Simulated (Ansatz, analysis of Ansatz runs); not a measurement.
## How often does Be try the jump in Be3N2 (P6_3/mmc)?

Aim: the prefactor of a hop in Be3N2 (P6_3/mmc) (V_Be hop (2.3 Å), charge 0) from the modes of the moving atom at the start and at the top of a path found beforehand. Model: a cell of 120 host atoms with 1 Be taken out.

Calculated with Ansatz 0.2.0; plane-wave PAW DFT, PBEsol; finite-difference force constants of the moving atom alone.

### 1. The starting structure

The cell holds 119 atoms: 71 Be and 48 N. Cell: a = 9.829 Å, b = 9.829 Å, c = 9.710 Å, α = 90.0°, β = 90.0°, γ = 120.0°. It derives from Be3N2 (space group P6_3/mmc). Nearest the centre at fractional (0.500, 0.583, 0.664): Be105 at 0.84 Å, N117 at 1.26 Å, N111 at 1.78 Å, Be48 at 2.11 Å, Be106 at 2.13 Å, N118 at 2.28 Å, N30 at 2.29 Å, Be94 at 2.36 Å.

The cell's shortest repeat is 9.7 Å.

### 2. Vibrations of the moving atom at the start point

Harmonic transition-state theory takes the prefactor from the modes at the minimum and at the top. Only the moving atom is displaced, by 0.02 Å, which takes six displaced runs and a reference; the host's atoms are held.

Contents of q0.start.modes/input.yaml:

```yaml
crystal:
  lattice:
    - [8.51188336, 4.91433815, 0.0]
    - [-8.51188336, 4.91433815, 0.0]
    - [0.0, 0.0, 9.71005664]
  atoms:
    - { symbol: Be, position: [0.00580009, 0.33632911, 0.07693106] }
    - { symbol: Be, position: [0.17022659, 0.1728633, 0.07697051] }
    - { symbol: Be, position: [0.33666417, -0.00254322, 0.0774386] }
    - { symbol: Be, position: [0.00316875, 0.17029698, 0.57743559] }
    - { symbol: Be, position: [0.16798247, 0.00052194, 0.57982741] }
    - { symbol: Be, position: [0.32857712, 0.32796305, 0.57409602] }
    - { symbol: Be, position: [-0.00111538, 0.16530067, 0.92198662] }
    - { symbol: Be, position: [0.16657556, -0.00028776, 0.92421077] }
    - { symbol: Be, position: [0.34230296, 0.34315424, 0.91806019] }
    - { symbol: Be, position: [-0.0052083, 0.33277261, 0.42041782] }
    - { symbol: Be, position: [0.16538157, 0.16126508, 0.42042877] }
    - { symbol: Be, position: [0.32884046, -0.00089785, 0.42090148] }
    - { symbol: Be, position: [0.00175992, 0.00197479, 0.24353474] }
    - { symbol: Be, position: [0.16940678, 0.33612678, 0.27335715] }
    - { symbol: Be, position: [0.33409628, 0.16643506, 0.24849449] }
    - { symbol: Be, position: [-0.00114419, -0.00068074, 0.74685811] }
    - { symbol: Be, position: [0.16647293, 0.33322055, 0.76025013] }
    - { symbol: Be, position: [0.33255764, 0.16699862, 0.75213744] }
    - { symbol: "N", position: [-7.971e-05, 0.0007397, 0.00123409] }
    - { symbol: "N", position: [0.16914246, 0.33588755, -0.00695077] }
    - { symbol: "N", position: [0.33473713, 0.16771471, -0.00103094] }
    - { symbol: "N", position: [0.00374034, 0.00192211, 0.50173743] }
    - { symbol: "N", position: [0.16505779, 0.33179275, 0.4921783] }
    - { symbol: "N", position: [0.33200912, 0.16338805, 0.49955173] }
    - { symbol: "N", position: [0.00125629, 0.3347522, 0.24892048] }
    - { symbol: "N", position: [0.16799625, 0.16798401, 0.24892308] }
    - { symbol: "N", position: [0.33350365, -0.00123901, 0.24934973] }
    - { symbol: "N", position: [0.0005688, 0.16732623, 0.74970649] }
    - { symbol: "N", position: [0.16741764, -0.00053381, 0.75181293] }
    - { symbol: "N", position: [0.33459387, 0.33550231, 0.74617209] }
    - { symbol: Be, position: [-0.00636774, 0.82973665, 0.07762682] }
    - { symbol: Be, position: [0.16606181, 0.66623967, 0.07982661] }
    - { symbol: Be, position: [0.33081418, 0.49793301, 0.08295689] }
    - { symbol: Be, position: [-0.00289596, 0.66663344, 0.57735123] }
    - { symbol: Be, position: [0.16179231, 0.49543529, 0.574007] }
    - { symbol: Be, position: [0.33489016, 0.83687702, 0.57475012] }
    - { symbol: Be, position: [0.00218028, 0.66709102, 0.92205069] }
    - { symbol: Be, position: [0.1757849, 0.50894734, 0.91802698] }
    - { symbol: Be, position: [0.33407468, 0.82544389, 0.91948458] }
    - { symbol: Be, position: [0.0042432, 0.83814029, 0.4210856] }
    - { symbol: Be, position: [0.16520885, 0.66658011, 0.42309582] }
    - { symbol: Be, position: [0.34778929, 0.51430566, 0.43250734] }
    - { symbol: Be, position: [-0.00031718, 0.50085165, 0.24638165] }
    - { symbol: Be, position: [0.16611582, 0.83370553, 0.24513949] }
    - { symbol: Be, position: [0.33321585, 0.66728483, 0.24768086] }
    - { symbol: Be, position: [0.00012419, 0.49925861, 0.74954701] }
    - { symbol: Be, position: [0.16657182, 0.83124121, 0.74833657] }
    - { symbol: Be, position: [0.33976236, 0.66122921, 0.70772685] }
    - { symbol: "N", position: [0.00096493, 0.5014831, -2.777e-05] }
    - { symbol: "N", position: [0.16671751, 0.83255038, 0.00066062] }
    - { symbol: "N", position: [0.33324789, 0.66703181, 0.00808696] }
    - { symbol: "N", position: [-0.00335758, 0.49873776, 0.50044493] }
    - { symbol: "N", position: [0.16541695, 0.83468165, 0.50178235] }
    - { symbol: "N", position: [0.32352546, 0.66624541, 0.50612508] }
    - { symbol: "N", position: [-0.00133936, 0.83337296, 0.24955883] }
    - { symbol: "N", position: [0.16509765, 0.666815, 0.25116872] }
    - { symbol: "N", position: [0.33460409, 0.50133241, 0.25610161] }
    - { symbol: "N", position: [-0.00049451, 0.66664111, 0.74967988] }
    - { symbol: "N", position: [0.16861905, 0.50126021, 0.74613578] }
    - { symbol: "N", position: [0.3357738, 0.83119553, 0.74721191] }
    - { symbol: Be, position: [0.49904121, 0.33207722, 0.07970883] }
    - { symbol: Be, position: [0.66344831, 0.16042414, 0.07764379] }
    - { symbol: Be, position: [0.83301317, 0.00017377, 0.07987359] }
    - { symbol: Be, position: [0.49951621, 0.16404065, 0.5773729] }
    - { symbol: Be, position: [0.66772467, 0.00413968, 0.57432921] }
    - { symbol: Be, position: [0.83336596, 0.33397437, 0.57981782] }
    - { symbol: Be, position: [0.50074763, 0.16853605, 0.92203126] }
    - { symbol: Be, position: [0.66749619, -0.00690417, 0.91916931] }
    - { symbol: Be, position: [0.83336186, 0.33392757, 0.92420375] }
    - { symbol: Be, position: [0.50018424, 0.33247701, 0.42304157] }
    - { symbol: Be, position: [0.6708953, 0.17078219, 0.42112927] }
    - { symbol: Be, position: [0.83460159, 0.00108451, 0.42278556] }
    - { symbol: Be, position: [0.5007758, -0.00184366, 0.27354038] }
    - { symbol: Be, position: [0.66695609, 0.33287274, 0.24491204] }
    - { symbol: Be, position: [0.8352456, 0.16849112, 0.24558381] }
    - { symbol: Be, position: [0.49964994, -0.00254317, 0.75979079] }
    - { symbol: Be, position: [0.66443135, 0.33330301, 0.74833767] }
    - { symbol: Be, position: [0.83254416, 0.16554624, 0.74914468] }
    - { symbol: "N", position: [0.50043706, -0.0016488, -0.00601589] }
    - { symbol: "N", position: [0.66580419, 0.3334323, 0.00071597] }
    - { symbol: "N", position: [0.83398939, 0.16665847, 0.00032528] }
    - { symbol: "N", position: [0.5002564, 0.00153532, 0.49312313] }
    - { symbol: "N", position: [0.66794022, 0.33215589, 0.50181496] }
    - { symbol: "N", position: [0.83519574, 0.17049132, 0.50090949] }
    - { symbol: "N", position: [0.50005458, 0.33186302, 0.25107367] }
    - { symbol: "N", position: [0.66665928, 0.1654312, 0.24957747] }
    - { symbol: "N", position: [0.8352395, 0.00198645, 0.25107137] }
    - { symbol: "N", position: [0.49988234, 0.1661986, 0.74966904] }
    - { symbol: "N", position: [0.66731605, -0.00052082, 0.74679292] }
    - { symbol: "N", position: [0.83270942, 0.33411056, 0.75181212] }
    - { symbol: Be, position: [0.50029533, 0.8351507, 0.08343191] }
    - { symbol: Be, position: [0.66873066, 0.66740474, 0.08325209] }
    - { symbol: Be, position: [0.83051476, 0.50352885, 0.07746157] }
    - { symbol: Be, position: [0.67058967, 0.50182002, 0.57484828] }
    - { symbol: Be, position: [0.83704247, 0.83385781, 0.57435981] }
    - { symbol: Be, position: [0.50163779, 0.66844914, 0.92594415] }
    - { symbol: Be, position: [0.65837351, 0.50055118, 0.91958844] }
    - { symbol: Be, position: [0.82678651, 0.83499514, 0.91919995] }
    - { symbol: Be, position: [0.50000514, 0.81659649, 0.43319634] }
    - { symbol: Be, position: [0.64954472, 0.66650858, 0.43304537] }
    - { symbol: Be, position: [0.83266866, 0.49540584, 0.42085815] }
    - { symbol: Be, position: [0.50053151, 0.499966, 0.24599956] }
    - { symbol: Be, position: [0.6686317, 0.83536394, 0.2482641] }
    - { symbol: Be, position: [0.83141722, 0.66750827, 0.2743257] }
    - { symbol: Be, position: [0.49450501, 0.50655618, 0.70690715] }
    - { symbol: Be, position: [0.65738609, 0.82410191, 0.71055288] }
    - { symbol: Be, position: [0.83073469, 0.66646613, 0.76144051] }
    - { symbol: "N", position: [0.5002678, 0.50005381, 0.00849505] }
    - { symbol: "N", position: [0.66813431, 0.83492601, 0.00861567] }
    - { symbol: "N", position: [0.83165933, 0.66718296, -0.0065329] }
    - { symbol: "N", position: [0.49959975, 0.49028896, 0.50661567] }
    - { symbol: "N", position: [0.67724706, 0.84394179, 0.50492668] }
    - { symbol: "N", position: [0.8348098, 0.66699976, 0.49267496] }
    - { symbol: "N", position: [0.49999002, 0.83158666, 0.25637175] }
    - { symbol: "N", position: [0.66482328, 0.66670432, 0.25624358] }
    - { symbol: "N", position: [0.8320163, 0.50025604, 0.24934327] }
    - { symbol: "N", position: [0.50353939, 0.67025346, 0.76090322] }
    - { symbol: "N", position: [0.66459444, 0.5025545, 0.74731496] }
    - { symbol: "N", position: [0.83283132, 0.83406506, 0.74684847] }
  symmetry: { detect: false }
basis:
  ecutwfc: 420
  xc_grid: 2
hamiltonian:
  xc: pbesol
kpoints:
  mp_grid: { grid: [1, 1, 1], shift: [0.25, 0.25, 0.25] }
scf:
  occupations: { method: fermi_dirac, width: 0.01 }
  max_iter: 150
phonons:
  supercell: [1, 1, 1]
  displaced_sites: [104]
  amplitude: 0.02
```

Command:

```sh
> ansatz run input.yaml --threads 4 --pin off --max-ram 14131MiB --backend cpu --events-out ev --progress --plain --runs-dir out
```

What it wrote:

```text
Engine: ansatz 0.2.0, aarch64-unknown-linux-gnu
Pseudopotentials: kind: paw
Pseudopotential: Be, paw, valence charge 2, recommended cutoff 420 eV (normal), Be.paw.azcp
Pseudopotential: N, paw, valence charge 5, recommended cutoff 420 eV (normal), N.paw.azcp
Functional definition: PBEsol
  exchange = pbesol_x
  correlation = pbesol_c
Crystal: 119 atoms, lattice volume = 812.349 Å³
Basis set: ecut = 420 eV, 15933 PW (Γ), exchange–correlation on 144×144×144 points (8 copies of the dense FFT grid, shifted against one another)
Bands: 310, of which v1, the nominal top of the filled ones, is band 191 counted from 1 (190 counted from 0)
Symmetry: 1 space group operations
k-points: 1
Non-local potential: Be, projectors of the file, l = 0: 2, l = 1: 2, l = 2: 1
Non-local potential: N, projectors of the file, l = 0: 2, l = 1: 2, l = 2: 1
PAW form: soft (Blöchl's): semilocal exchange-correlation on the pseudo side does not see the compensation charge
PAW frozen core: Be, regenerated for the run's functional, and the local potential with it (the file was generated under x = pbe(κ = 0.804, μ = 0.219515), c = pbe(β = 0.066725))
PAW frozen core: N, regenerated for the run's functional, and the local potential with it (the file was generated under x = pbe(κ = 0.804, μ = 0.219515), c = pbe(β = 0.066725))
PAW one-centre angular grid: Be, 110 points (default); XC on 64 Gauss nodes
PAW one-centre angular grid: N, 110 points (default); XC on 64 Gauss nodes
Initial density: superposition of atomic densities (neutral atoms: chi_scale 0, normalization atom), corrected by the library's trained network
Initial wavefunctions: pseudopotential atomic-orbital guess
Functional: x = pbesol(κ = 0.804, μ = 0.123457), c = pbesol(β = 0.046)
SCF iter   1: F=—  HF=-24712.060986 eV  |F-HF|=—  |Δ(HF+E_count)|=         —  Δρ=1.83e-2  dr2=4.36e0  ethr=1.77e-3  ⟨swp⟩=8.0  Hψ=1758  notcnv=0  defer=85
preconditioner: auto → Resta (q_TF=auto, 2.406 Å⁻¹)  ε∞=3.9  [insulator: Δε(μ)=0.406 eV  Ē_g=14.831 eV  σ=0.010 eV  W_gap=1.00  n_scr=198 (ndim 8)  ℏωp=25.5 eV  f_vac=0.000  D(μ)=0.00/eV (n_scr^D=0)  ε∞_Penn≈3.9]
SCF iter   2: F=—  HF=-24711.479080 eV  |F-HF|=—  |Δ(HF+E_count)|=   5.82e-1  Δρ=4.77e-3  dr2=2.61e-1  ethr=1.14e-3  ⟨swp⟩=2.0  Hψ=358  notcnv=0  defer=95
SCF iter   3: F=—  HF=-24711.429207 eV  |F-HF|=—  |Δ(HF+E_count)|=   4.99e-2  Δρ=1.96e-3  dr2=2.82e-2  ethr=6.84e-5  ⟨swp⟩=2.0  Hψ=351  notcnv=0  defer=111
SCF iter   4: F=—  HF=-24711.422800 eV  |F-HF|=—  |Δ(HF+E_count)|=   6.41e-3  Δρ=7.17e-4  dr2=7.72e-3  ethr=7.38e-6  ⟨swp⟩=2.0  Hψ=351  notcnv=0  defer=111
SCF iter   5: F=—  HF=-24711.421881 eV  |F-HF|=—  |Δ(HF+E_count)|=   9.18e-4  Δρ=1.40e-4  dr2=2.98e-4  ethr=2.02e-6  ⟨swp⟩=1.0  Hψ=199  notcnv=0  defer=111
SCF iter   6: F=—  HF=-24711.421782 eV  |F-HF|=—  |Δ(HF+E_count)|=   9.93e-5  Δρ=2.92e-5  dr2=7.84e-6  ethr=7.79e-8  ⟨swp⟩=2.0  Hψ=343  notcnv=0  defer=111
SCF iter   7: F=—  HF=-24711.422130 eV  |F-HF|=—  |Δ(HF+E_count)|=   3.48e-4  Δρ=9.42e-6  dr2=8.41e-7  ethr=2.05e-9  ⟨swp⟩=2.0  Hψ=374  notcnv=0  defer=111
SCF iter   8: F=—  HF=-24711.422130 eV  |F-HF|=—  |Δ(HF+E_count)|=   1.21e-7  Δρ=2.24e-6  dr2=9.72e-8  ethr=2.20e-10  ⟨swp⟩=2.0  Hψ=343  notcnv=0  defer=111
SCF iter   9: F=—  HF=-24711.422130 eV  |F-HF|=—  |Δ(HF+E_count)|=   6.42e-9  Δρ=5.91e-7  dr2=4.30e-9  ethr=2.55e-11  ⟨swp⟩=3.0  Hψ=344  notcnv=0  defer=111
SCF iter  10: F=-24711.422130 eV  HF=-24711.422130 eV  |F-HF|=6.91e-11  |Δ(HF+E_count)|=  3.86e-10  Δρ=8.86e-8  dr2=8.93e-11  ethr=1.00e-12  ⟨swp⟩=17.0  Hψ=2137  notcnv=0
SCF 1 converged in 10 iterations: F = -24711.422130 eV  dr2 = 8.93e-11
  greatest PAW one-centre occupation: 0.796 electrons in one spin orbital (limit 2), on the N atom at site 116 (counted from 0), in its partial waves of l = 0
Initial density: handed on by an earlier stage of this run
Initial wavefunctions: those handed on with the density
[...]
SCF 2 converged in 8 iterations: F = -24711.419603 eV  dr2 = 1.03e-11
[...]
SCF 3 converged in 6 iterations: F = -24711.419586 eV  dr2 = 1.68e-11
[...]
SCF 4 converged in 8 iterations: F = -24711.418690 eV  dr2 = 6.09e-12
[...]
SCF 5 converged in 6 iterations: F = -24711.418349 eV  dr2 = 5.32e-12
[...]
SCF iter   5: F=—  HF=-24711.421060 eV  |F-HF|=—  |Δ(HF+E_count)|=   8.06e-5  Δρ=1.89e-6  dr2=6.00e-8  ethr=2.34e-10  ⟨swp⟩=2.0  Hψ=343  notcnv=0  defer=111
SCF iter   6: F=—  HF=-24711.421060 eV  |F-HF|=—  |Δ(HF+E_count)|=   7.47e-9  Δρ=4.53e-7  dr2=1.53e-9  ethr=1.57e-11  ⟨swp⟩=2.0  Hψ=343  notcnv=0  defer=111
SCF iter   7: F=-24711.421060 eV  HF=-24711.421060 eV  |F-HF|=1.82e-11  |Δ(HF+E_count)|=  2.87e-10  Δρ=9.75e-8  dr2=6.78e-11  ethr=1.00e-12  ⟨swp⟩=4.0  Hψ=871  notcnv=0
SCF 6 converged in 7 iterations: F = -24711.421060 eV  dr2 = 6.78e-11
iter 1 solved again at ethr=3.06e-9 eV; its pass at ethr=3.10e-3 eV (dr2=1.17e-5 eV) is discarded
SCF iter   1: F=—  HF=-24711.419997 eV  |F-HF|=—  |Δ(HF+E_count)|=         —  Δρ=3.14e-5  dr2=1.21e-5  ethr=3.06e-9  ⟨swp⟩=2.0  Hψ=1040  notcnv=0  defer=111
SCF iter   2: F=—  HF=-24711.420449 eV  |F-HF|=—  |Δ(HF+E_count)|=   4.52e-4  Δρ=1.17e-5  dr2=1.54e-6  ethr=3.06e-9  ⟨swp⟩=2.0  Hψ=341  notcnv=0  defer=111
SCF iter   3: F=—  HF=-24711.420449 eV  |F-HF|=—  |Δ(HF+E_count)|=   2.14e-7  Δρ=3.36e-6  dr2=1.08e-7  ethr=4.02e-10  ⟨swp⟩=2.0  Hψ=343  notcnv=0  defer=111
SCF iter   4: F=—  HF=-24711.420448 eV  |F-HF|=—  |Δ(HF+E_count)|=   2.15e-8  Δρ=6.56e-7  dr2=4.91e-9  ethr=2.84e-11  ⟨swp⟩=2.0  Hψ=343  notcnv=0  defer=111
SCF iter   5: F=—  HF=-24711.420448 eV  |F-HF|=—  |Δ(HF+E_count)|=   1.06e-9  Δρ=1.48e-7  dr2=2.78e-10  ethr=1.29e-12  ⟨swp⟩=2.0  Hψ=343  notcnv=0  defer=111
SCF iter   6: F=-24711.420448 eV  HF=-24711.420448 eV  |F-HF|=0.00e0  |Δ(HF+E_count)|=  4.37e-11  Δρ=3.23e-8  dr2=1.16e-11  ethr=1.00e-12  ⟨swp⟩=3.0  Hψ=696  notcnv=0
SCF 7 converged in 6 iterations: F = -24711.420448 eV  dr2 = 1.16e-11
SCF converged after 10 iterations
Free energy (F): -24711.422130 eV
Harris-Foulkes:  -24711.422130 eV  (|F-HF|=6.91e-11)
Internal energy: -24711.422130 eV  (E = F + TS)
E sigma→0 (E₀):  -24711.422130 eV
Entropy (-TS):   -0.000000 eV (-0.000 meV/atom)
Fermi energy:    7.559182 eV
--- Per-component energies (eV) ---
  E_band       = 629.663781
  E_kinetic    = 7930.258316
  E_local      = -9751.657193  (includes V_loc(G=0)·N_el)
  E_nonlocal   = 2515.814369
  E_hartree    = 3089.235363
  E_xc         = -4310.288484
  E_vxc        = -5205.377967  (∫ρ·V_xc dr)
  E_paw        = -9961.557922  (= ΣΔE_a)
  E_vpaw       = -1037.849332  (= ΣTr[D̂ρ^β])
  E_aug_tail   = 0.004630  (compensation charges beyond the density's cutoff)
  E_ewald      = -14225.256676
  E_core_change = 2.025468  (= ΣΔE_core)
  E_smearing   = -0.000000  (= −TS)
  E_closure    = 0.000000  (closes the sum)
  Σ components = -24711.422130   (vs F -24711.422130, Δ=0.00e0)
--- Forces (eV/Å), atoms counted from 1 ---
  atom   1  Be     0.00318414     0.00095164    -0.00072702
  atom   2  Be    -0.00225816    -0.00158062    -0.00457784
  [... 3 atoms left out ...]
  atom   6  Be    -0.00145950    -0.00098465    -0.00558051
  [... 23 atoms left out ...]
  atom  30  N     -0.00252701    -0.00777116     0.00637592
  [... 17 atoms left out ...]
  atom  48  Be     0.00040733    -0.00264562     0.00080916
  [... 45 atoms left out ...]
  atom  94  Be    -0.00522778     0.00513475     0.00000835
  [... 5 atoms left out ...]
  atom 100  Be     0.00512548     0.00248995    -0.00283401
  [... 4 atoms left out ...]
  atom 105  Be     0.00001735     0.00487730     0.01388162
  atom 106  Be     0.00611661    -0.00133178    -0.00270647
  [... 4 atoms left out ...]
  atom 111  N     -0.00508517    -0.00023152     0.00112860
  [... 5 atoms left out ...]
  atom 117  N      0.00818447    -0.00546935    -0.01303452
  atom 118  N     -0.00916949     0.00803659     0.00433253
  [... 1 atom left out ...]
  max |Σ_I F_I| component: 1.33e-5 eV/Å
--- Band table (eV) ---
  k-point 0: bands = ["-8.3128", "-8.0676", "-8.0032", "-7.9196", [... 302 left out ...] "19.3374", "19.4227", "19.4381", "19.4973"]
--- Phonons: 6 displaced members + reference (amplitude 0.02 Å, Σ member SCF iterations 41) ---
  symmetry images taken by strict's conditions (phonons.symmetry_images: auto; settled by no image being taken that strict refuses)
  force constants formed among 1 of 119 sites (Be 104); the other 118 at rest. The modes move the named sites alone.
  the frequencies, the zero-point energy and the sums are of the block with the acoustic sum rule laid on its rows. Row sums over every site: 1.0e-4 eV/Å² at the most
  transpose residual: 2.0e-3 eV/Å²
  largest component of a force at the reference: 1.4e-2 eV/Å on a named site, 1.3e-2 eV/Å on a site at rest
  frequencies among the named sites at Γ of the cell (cm⁻¹): 433.45 624.61 746.50
  unstable modes among the named sites: 0
  frequencies as built, with no sum rule (cm⁻¹): 433.45 624.61 746.51
  zero-point energy: 0.111868 eV/cell   skipped modes (ω ≤ 0): 0
  not written: the harmonic force-constant file, the file of eigenvectors (these modes' are written with the force constants), the density of states and the dispersion, which are of every site
```

The job ended after 94 s (4 threads of Arm Neoverse V2, shared host; peak memory 1.7 GiB; 6 min of CPU time).

Reading the cycles: dr2 is the Hartree energy of the density residual (eV), the measure of convergence; HF is the Harris–Foulkes estimate of the energy, which meets the free energy F at convergence.

This step gave:

```yaml
free_energy: -24711.4221 eV
frequencies_of_moving_atom: 433.4, 624.6, 746.5 cm⁻¹ (negative: imaginary)
```

The three modes are 433, 625 and 747 cm⁻¹: all real, a minimum for this atom with the others held.

[end of part 1 of 2]

[Long decimals in the printed logs are rounded to 6 places.]

[Repeated set-up lines and some long k-point lines are left out of the logs, and relaxed atomic positions are cut to six decimals.]

[Logs are printed without paths, hosts, clocks, repeated set-up lines and the standing remarks that a program may print on its own settings, such as how far it seeks lower states.]

[Hosts, paths, dates, database ids (printed as entryN), source tags and the programs' standing remarks are cut or masked in the printed files.]
